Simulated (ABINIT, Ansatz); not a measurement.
**How the form of the self-energy moves the gap of Cs2KYF6 (Fm-3m)**

Aim: compare treatments of exchange, screening and correlation for the gap of Cs2KYF6 (Fm-3m).

Program: ABINIT 10.8.3. Level of theory: PBEsol and many-body steps on it, plane waves. Results are calculated unless marked as measured.

## 1. The structure

The structure is cubic, space group Fm-3m (No. 225). Conventional cell: a = 9.445 Å, b = 9.445 Å, c = 9.445 Å, α = 90.00°, β = 90.00°, γ = 90.00°. Nearest to K lie 6 F at 2.60 Å. Nearest to Cs lie 12 F at 3.35 Å. Nearest to Y lie 6 F at 2.13 Å. Nearest to F lie 1 Y at 2.13 Å and 1 K at 2.60 Å and 4 Cs at 3.35 Å. Farther neighbours and most contacts between anions are not listed.

The cell and positions come from the Crystallography Open Database and are kept as given unless a step says otherwise. Spin-orbit coupling is left out unless a step names it.

## 2. Empty states on the mesh, 2×2×2 mesh, 412 bands

This step: ABINIT 10.8.3; DFT, PBEsol, plane waves, norm-conserving pseudopotentials.

The sums over transitions need many empty states on a uniform mesh; this step solves for them.

The input, run.abi:

```
acell 3*1.0 Angstrom
rprim 
  -0.000000000000 4.722500000000 4.722500000000
  4.722500000000 -0.000000000000 4.722500000000
  4.722500000000 4.722500000000 0.000000000000
ntypat 4
znucl 19 55 39 9
natom 10
typat 1 2 2 3 4 4 4 4 4 4
xred 
  0.500000000000 0.500000000000 0.500000000000
  0.250000000000 0.250000000000 0.250000000000
  0.750000000000 0.750000000000 0.750000000000
  0.000000000000 0.000000000000 0.000000000000
  0.775000000000 0.225000000000 0.225000000000
  0.225000000000 0.775000000000 0.225000000000
  0.225000000000 0.775000000000 0.775000000000
  0.775000000000 0.225000000000 0.775000000000
  0.225000000000 0.225000000000 0.775000000000
  0.775000000000 0.775000000000 0.225000000000
pp_dirpath "pseudos"
pseudos "K.upf, Cs.upf, Y.upf, F.upf"
ecut 36
ngkpt 2 2 2
nshiftk 1
shiftk 0 0 0
kptopt 1
chksymbreak 0
iscf -2
irdden 1
istwfk *1
nband 412
nbdbuf 36
tolwfr 1e-09
nstep 60
prtvol 0
indata_prefix "in"
outdata_prefix "out"
tmpdata_prefix "tmp"
```

The run is started by

```sh
OMP_NUM_THREADS=2 mpirun -n 3 abinit run.abi > log
```

Numbers of over 12 decimals in the logs are rounded to 6 here.

Output:

```text
.Version 10.8.3 of ABINIT. v10.8.2 released Aug 2026.

 Symmetries : space group Fm -3 m (#225); Bravais cF (face-center cubic)
[... echo of the input left out ...]
== DATASET  1 ==================================================================
-   mpi_nproc: 3, omp_nthreads: 2 (-1 if OMP is not activated)

--- !DatasetInfo
iteration_state: {dtset: 1, }
dimensions: {natom: 10, nkpt: 3, mband: 412, nsppol: 1, nspinor: 1, nspden: 1, mpw: 14668, }
cutoff_energies: {ecut:  36.0, pawecutdg:  -1.0, }
[...]
2.88549    2.88549    2.88790    2.88790    2.89291    2.89292    2.93867    2.93903
   2.94602    2.94640    2.94689    2.96284    2.96360    2.96497    2.96708    2.96754
   2.96936    2.98414    2.98510    2.98579
 prteigrs : prtvol=0 or 1, do not print more k-points.

== END DATASET(S) ==============================================================
================================================================================

 -outvars: echo values of variables after computation  --------
            nband         412
             nkpt           3
          spgroup         225
 [... the other variables as echoed above ...]

 Calculation completed.
```

It took 7 min on 3 MPI ranks of Intel Xeon 6975P-C (Granite Rapids), shared host; peak memory 0.72 GiB.

This step gave:

```yaml
gap: 6.587 eV
k_of_the_valence_top: 0, 0, 0
k_of_the_conduction_bottom: 0, 0, 0
least_direct_gap: 6.587 eV
k_points_computed: 3
lowest_point_of_the_top_converged_band_above_the_valence_top: 74.9856 eV
```

On this mesh the gap is 6.587 eV.

The density comes from a self-consistent run that is not shown.

## 3. Screening, 2×2×2 mesh, 177 bands, screening to 141.5 eV

The RPA dielectric matrix is built and inverted for each q.

This step: RPA screening on PBEsol, plane waves, norm-conserving pseudopotentials.

Changes to run.abi since step 2:

```diff
@@ -28,10 +28,11 @@
 chksymbreak 0
-iscf -2
-irdden 1
 istwfk *1
-nband 412
-nbdbuf 36
-tolwfr 1e-09
-nstep 60
-prtvol 0
+occopt 1
+irdwfk 1
+optdriver 3
+nband 177
+ecuteps 5.2
+inclvkb 2
+awtr 1
+symchi 1
 indata_prefix "in"
```

The run is started by

```sh
OMP_NUM_THREADS=1 mpirun -n 8 abinit run.abi > log
```

Output:

```text
.Version 10.8.3 of ABINIT. v10.8.2 released Aug 2026.

 Symmetries : space group Fm -3 m (#225); Bravais cF (face-center cubic)
[... echo of the input left out ...]
== DATASET  1 ==================================================================
-   mpi_nproc: 8, omp_nthreads: 1 (-1 if OMP is not activated)

--- !DatasetInfo
iteration_state: {dtset: 1, }
dimensions: {natom: 10, nkpt: 3, mband: 177, nsppol: 1, nspinor: 1, nspden: 1, mpw: 14668, }
cutoff_energies: {ecut:  36.0, pawecutdg:  -1.0, }
electrons: {nelect:   8.00000000E+01, charge:   0.00000000E+00, occopt:   1.00000000E+00, tsmear:   1.00000000E-02, }

 SCREENING: Calculation of the susceptibility and dielectric matrices

 Based on a program developped by R.W. Godby, V. Olevano, G. Onida, and L. Reining.
 Incorporated in ABINIT by V. Olevano, G.-M. Rignanese, and M. Torrent.
.Using double precision arithmetic ; gwpc =  8

[... cell and pseudopotentials left out ...]
--------------------------------------------------------------------------------

 ==== K-mesh for the wavefunctions ====
 Number of points in the irreducible wedge :     3
[... list of points left out ...]
 Together with 48 symmetry operations and time-reversal symmetry
 yields     8 points in the full Brillouin Zone.

 ==== Q-mesh for the screening function ====
 Number of points in the irreducible wedge :     3
[... list of points left out ...]
 Together with 48 symmetry operations and time-reversal symmetry
 yields     8 points in the full Brillouin Zone.

 setmesh: FFT mesh size selected  =    48x   48x   48
          total number of points  =       110592

 vcoul_init : cutoff-mode = AUXILIARY_FUNCTION
 q-points for optical limit:   1
     1)      0.000010    0.000020    0.000030

- screening: taking advantage of time-reversal symmetry
- Maximum band index for partially occupied states nbvw = 40
- Remaining bands to be divided among processors   nbcw = 137
- Number of bands treated by each node ~17

 Number of electrons calculated from density =   80.0000; Expected =   80.0000
 average of density, n =  0.056279
 r_s =    1.6188
 omega_plasma =   22.8839 [eV]

 calculating chi0 at frequencies [eV] :
  1    0.000000E+00    0.000000E+00
  2    0.000000E+00    2.288386E+01

--------------------------------------------------------------------------------
  q-point number  1        q = ( 0.000000, 0.000000, 0.000000) [r.l.u.]
--------------------------------------------------------------------------------
[... chi0 elements left out ...]
 For q-point:  0.000010 0.000020 0.000030
  dielectric constant =   2.1184
  dielectric constant without local fields =   2.3860

  Average fulfillment of the sum rule on Im[epsilon] for q-point    1 :     46.52  [%]
[... wings left out ...]
  q-point number  2        q = ( 0.500000, 0.000000, 0.000000) [r.l.u.]
--------------------------------------------------------------------------------
[... chi0 elements left out ...]
  Average fulfillment of the sum rule on Im[epsilon] for q-point    2 :     51.91  [%]

 [... 1 further q-points ...]
```

The job ended after 74 s (8 MPI ranks; peak memory 6 GiB; 9.8 min of CPU time).

This step gave:

* ε∞ with local fields, on this mesh, along the program's q direction: 2.118
* the same without local fields: 2.386
* plasma frequency: 22.88 eV
* plane waves in the screening matrix: 821

Local fields lower ε∞ by 11 %. On a Γ-centred mesh this coarse the value itself is usually too large, while a short band sum pulls it down.

## 4. G0W0, Godby-Needs plasmon pole

The self-energy is evaluated for the states that the input lists, and the levels follow from it, in one-shot runs by the linearised quasiparticle equation.

This step: G0W0 on PBEsol, plane waves, norm-conserving pseudopotentials.

Changes to run.abi since step 3:

```diff
@@ -31,8 +31,15 @@
 irdwfk 1
-optdriver 3
+optdriver 4
 nband 177
+gwcalctyp 0
+ecutsigx 36
+symsigma 1
+nkptgw 1
+kptgw 
+  0.0000000000 0.0000000000 0.0000000000
+bdgw 
+  38 43
 ecuteps 5.2
-inclvkb 2
-awtr 1
-symchi 1
+irdscr 1
+ppmodel 1
 indata_prefix "in"
```

Output:

```text
.Version 10.8.3 of ABINIT. v10.8.2 released Aug 2026.

 Symmetries : space group Fm -3 m (#225); Bravais cF (face-center cubic)
[... echo of the input left out ...]
== DATASET  1 ==================================================================
-   mpi_nproc: 8, omp_nthreads: 1 (-1 if OMP is not activated)

--- !DatasetInfo
iteration_state: {dtset: 1, }
dimensions: {natom: 10, nkpt: 3, mband: 177, nsppol: 1, nspinor: 1, nspden: 1, mpw: 14668, }
cutoff_energies: {ecut:  36.0, pawecutdg:  -1.0, }
electrons: {nelect:   8.00000000E+01, charge:   0.00000000E+00, occopt:   1.00000000E+00, tsmear:   1.00000000E-02, }

 SIGMA: Calculation of the GW corrections

 Based on a program developped by R.W. Godby, V. Olevano, G. Onida, and L. Reining.
 Incorporated in ABINIT by V. Olevano, G.-M. Rignanese, and M. Torrent.
.Using double precision arithmetic ; gwpc =  8

[... cell and pseudopotentials left out ...]
--------------------------------------------------------------------------------

 ==== K-mesh for the wavefunctions ====
 Number of points in the irreducible wedge :     3
[... list of points left out ...]
 Together with 48 symmetry operations and time-reversal symmetry
 yields     8 points in the full Brillouin Zone.

 ==== Q-mesh for screening function ====
 Number of points in the irreducible wedge :     3
[... list of points left out ...]
 Together with 48 symmetry operations and time-reversal symmetry
 yields     8 points in the full Brillouin Zone.

 vcoul_init : cutoff-mode = AUXILIARY_FUNCTION
 q-points for optical limit:   1
     1)      0.000010    0.000020    0.000030
 setmesh: FFT mesh size selected  =    72x   72x   72
          total number of points  =       373248

 Number of electrons calculated from density =   80.0000; Expected =   80.0000
 average of density, n =  0.056279
 r_s =    1.6188
 omega_plasma =   22.8839 [eV]

 === KS Band Gaps ===
  >>>> For spin  1
   Minimum direct gap =   6.5866 [eV], located at k-point      :   0.0000  0.0000  0.0000
   Fundamental gap    =   6.5866 [eV], Top of valence bands at :   0.0000  0.0000  0.0000
                                       Bottom of conduction at :   0.0000  0.0000  0.0000
 SIGMA fundamental parameters:
 PLASMON POLE MODEL  1
 number of plane-waves for SigmaX                14649
 number of plane-waves for SigmaC and W            821
 number of plane-waves for wavefunctions         14649
 number of bands                                   177
 number of independent spin polarizations            1
 number of spinorial components                      1
 number of k-points in IBZ                           3
 number of q-points in IBZ                           3
 number of symmetry operations                      48
 number of k-points in BZ                            8
 number of q-points in BZ                            8
 number of frequencies for dSigma/dE                 9
 frequency step for dSigma/dE [eV]                0.25
 number of omega for Sigma on real axis              0
 max omega for Sigma on real axis  [eV]           0.00
 zcut for avoiding poles [eV]                     0.10

 EPSILON^-1 parameters (SCR file):
 dimension of the eps^-1 matrix on file            821
 dimension of the eps^-1 matrix used               821
 number of plane-waves for wavefunctions         14649
 number of bands                                   177
 number of q-points in IBZ                           3
 number of frequencies                               2
 number of real frequencies                          1
 number of imag frequencies                          1

 matrix elements of self-energy operator (all in [eV])

 Perturbative Calculation

--- !SelfEnergy_ee
iteration_state: {dtset: 1, }
kpoint     : [   0.000,    0.000,    0.000, ]
spin       : 1
KS_gap     :    6.587
QP_gap     :    9.688
Delta_QP_KS:    3.101
data: !SigmaeeData |
     Band     E0 <VxcDFT>   SigX SigC(E0)      Z dSigC/dE  Sig(E)    E-E0       E
       38  -0.166 -21.943 -29.273   5.293   0.796  -0.256 -23.564  -1.621  -1.788
       39  -0.166 -21.943 -29.273   5.293   0.796  -0.256 -23.564  -1.621  -1.788
       40  -0.166 -21.943 -29.273   5.293   0.796  -0.256 -23.564  -1.621  -1.788
       41   6.420  -8.046  -3.837  -2.555   0.894  -0.118  -6.566   1.480   7.900
       42   7.798  -7.813  -3.542  -2.469   0.893  -0.120  -6.204   1.609   9.408
       43   7.798  -7.813  -3.542  -2.469   0.893  -0.120  -6.204   1.609   9.408

== END DATASET(S) ==============================================================
================================================================================

 -outvars: echo values of variables after computation  --------
           etotal      0.0000000000E+00
            nband         177
             nkpt           3
          spgroup         225
 [... the other variables as echoed above ...]

 Calculation completed.
```

Wall time 27 s (8 MPI ranks); peak memory 3.7 GiB.

Numbers from this step:

```
G0W0 gap on the points computed              : 9.688 eV
starting gap on the mesh                     : 6.587 eV
k of the valence top                         : 0, 0, 0
k of the conduction bottom                   : 0, 0, 0
Z at the valence top                         : 0.796
Z at the conduction bottom                   : 0.894
least direct G0W0 gap on the computed points : 9.688 eV
```

The gap on the mesh goes from 6.59 eV to 9.69 eV, a correction of +3.10 eV.

## 5. G0W0, von der Linden-Horsch plasmon pole

Changes to run.abi since step 4:

```diff
@@ -43,3 +43,3 @@
 irdscr 1
-ppmodel 1
+ppmodel 3
 indata_prefix "in"
```

Output:

```text
.Version 10.8.3 of ABINIT. v10.8.2 released Aug 2026.

 Symmetries : space group Fm -3 m (#225); Bravais cF (face-center cubic)
[... echo of the input left out ...]
== DATASET  1 ==================================================================
-   mpi_nproc: 8, omp_nthreads: 1 (-1 if OMP is not activated)

--- !DatasetInfo
iteration_state: {dtset: 1, }
dimensions: {natom: 10, nkpt: 3, mband: 177, nsppol: 1, nspinor: 1, nspden: 1, mpw: 14668, }
cutoff_energies: {ecut:  36.0, pawecutdg:  -1.0, }
electrons: {nelect:   8.00000000E+01, charge:   0.00000000E+00, occopt:   1.00000000E+00, tsmear:   1.00000000E-02, }

 SIGMA: Calculation of the GW corrections

 Based on a program developped by R.W. Godby, V. Olevano, G. Onida, and L. Reining.
 Incorporated in ABINIT by V. Olevano, G.-M. Rignanese, and M. Torrent.
.Using double precision arithmetic ; gwpc =  8

[... cell and pseudopotentials left out ...]
--------------------------------------------------------------------------------

 ==== K-mesh for the wavefunctions ====
 Number of points in the irreducible wedge :     3
[... list of points left out ...]
 Together with 48 symmetry operations and time-reversal symmetry
 yields     8 points in the full Brillouin Zone.

 ==== Q-mesh for screening function ====
 Number of points in the irreducible wedge :     3
[... list of points left out ...]
 Together with 48 symmetry operations and time-reversal symmetry
 yields     8 points in the full Brillouin Zone.

 vcoul_init : cutoff-mode = AUXILIARY_FUNCTION
 q-points for optical limit:   1
     1)      0.000010    0.000020    0.000030
 setmesh: FFT mesh size selected  =    72x   72x   72
          total number of points  =       373248

 Number of electrons calculated from density =   80.0000; Expected =   80.0000
[...]
number of k-points in BZ                            8
 number of q-points in BZ                            8
 number of frequencies for dSigma/dE                 9
 frequency step for dSigma/dE [eV]                0.25
 number of omega for Sigma on real axis              0
 max omega for Sigma on real axis  [eV]           0.00
 zcut for avoiding poles [eV]                     0.10

 EPSILON^-1 parameters (SCR file):
 dimension of the eps^-1 matrix on file            821
 dimension of the eps^-1 matrix used               821
 number of plane-waves for wavefunctions         14649
 number of bands                                   177
 number of q-points in IBZ                           3
 number of frequencies                               2
 number of real frequencies                          1
 number of imag frequencies                          1

 matrix elements of self-energy operator (all in [eV])

 Perturbative Calculation

--- !SelfEnergy_ee
iteration_state: {dtset: 1, }
kpoint     : [   0.000,    0.000,    0.000, ]
spin       : 1
KS_gap     :    6.587
QP_gap     :    9.848
Delta_QP_KS:    3.261
data: !SigmaeeData |
     Band     E0 <VxcDFT>   SigX SigC(E0)      Z dSigC/dE  Sig(E)    E-E0       E
       38  -0.166 -21.943 -29.273   5.225   0.893  -0.120 -23.822  -1.880  -2.046
       39  -0.166 -21.943 -29.273   5.225   0.893  -0.120 -23.822  -1.880  -2.046
       40  -0.166 -21.943 -29.273   5.225   0.893  -0.120 -23.822  -1.880  -2.046
       41   6.420  -8.046  -3.837  -2.737   0.938  -0.066  -6.665   1.381   7.802
       42   7.798  -7.813  -3.542  -2.626   0.936  -0.068  -6.272   1.541   9.339
       43   7.798  -7.813  -3.542  -2.626   0.936  -0.068  -6.272   1.541   9.339

== END DATASET(S) ==============================================================
================================================================================

 -outvars: echo values of variables after computation  --------
           etotal      0.0000000000E+00
            nband         177
             nkpt           3
          spgroup         225
 [... the other variables as echoed above ...]

 Calculation completed.
```

Wall time 44 s (8 MPI ranks); peak memory 3.4 GiB.

Numbers from this step:

- G0W0 gap on the points computed: 9.848 eV
- starting gap on the mesh: 6.587 eV
- k of the valence top: 0, 0, 0
- k of the conduction bottom: 0, 0, 0
- Z at the valence top: 0.893
- Z at the conduction bottom: 0.938
- least direct G0W0 gap on the computed points: 9.848 eV

Against G0W0 in ABINIT (2×2×2 mesh, 177 bands, screening to 141.5 eV, Godby-Needs plasmon pole), the gap moves by +0.160 eV.

## 6. G0W0, Hybertsen-Louie plasmon pole

Changes to run.abi since step 5:

```diff
@@ -43,3 +43,3 @@
 irdscr 1
-ppmodel 3
+ppmodel 2
 indata_prefix "in"
```

Output:

```text
.Version 10.8.3 of ABINIT. v10.8.2 released Aug 2026.

 Symmetries : space group Fm -3 m (#225); Bravais cF (face-center cubic)
[... echo of the input left out ...]
== DATASET  1 ==================================================================
-   mpi_nproc: 8, omp_nthreads: 1 (-1 if OMP is not activated)

--- !DatasetInfo
iteration_state: {dtset: 1, }
dimensions: {natom: 10, nkpt: 3, mband: 177, nsppol: 1, nspinor: 1, nspden: 1, mpw: 14668, }
cutoff_energies: {ecut:  36.0, pawecutdg:  -1.0, }
[...]
41   6.420  -8.046  -3.837  -2.729   0.920  -0.086  -6.683   1.363   7.783
       42   7.798  -7.813  -3.542  -2.644   0.919  -0.088  -6.317   1.496   9.295
       43   7.798  -7.813  -3.542  -2.644   0.919  -0.088  -6.317   1.496   9.295

== END DATASET(S) ==============================================================
================================================================================

 -outvars: echo values of variables after computation  --------
           etotal      0.0000000000E+00
            nband         177
             nkpt           3
          spgroup         225
 [... the other variables as echoed above ...]

 Calculation completed.
```

Run time: 30 s. Hardware: 8 MPI ranks; peak memory 3.5 GiB; 4 min of CPU time.

Numbers from this step:

- G0W0 gap on the points computed: 10.51 eV
- starting gap on the mesh: 6.587 eV
- k of the valence top: 0, 0, 0
- k of the conduction bottom: 0, 0, 0
- least direct G0W0 gap on the computed points: 10.51 eV

Against G0W0 in ABINIT (2×2×2 mesh, 177 bands, screening to 141.5 eV, Godby-Needs plasmon pole), the gap moves by +0.825 eV.

(Continued in part 2 of 2.)

[Paths, hosts, dates, memory and timing lines, banners, echoed tables and standing remarks are left out of the program output.]

[Logs are printed without paths, hosts, clocks, repeated set-up lines and the standing remarks that a program may print on its own settings, such as how far it seeks lower states.]

[Runs of the session that timed out or met a known fault of the program may be left out.]

[Hosts, paths, dates, database ids (printed as entryN), source tags and the programs' standing remarks are cut or masked in the printed files.]

[G0W0 gaps are taken among the corrected bands and points alone; a level outside them can change the order at an edge.]

[Where Ansatz stands beside ABINIT at settings called matched, ABINIT's density can come from a denser mesh and the files from another edition; pairs whose starting gaps differed by over 0.03 eV were left out, so agreement reads better than it is.]
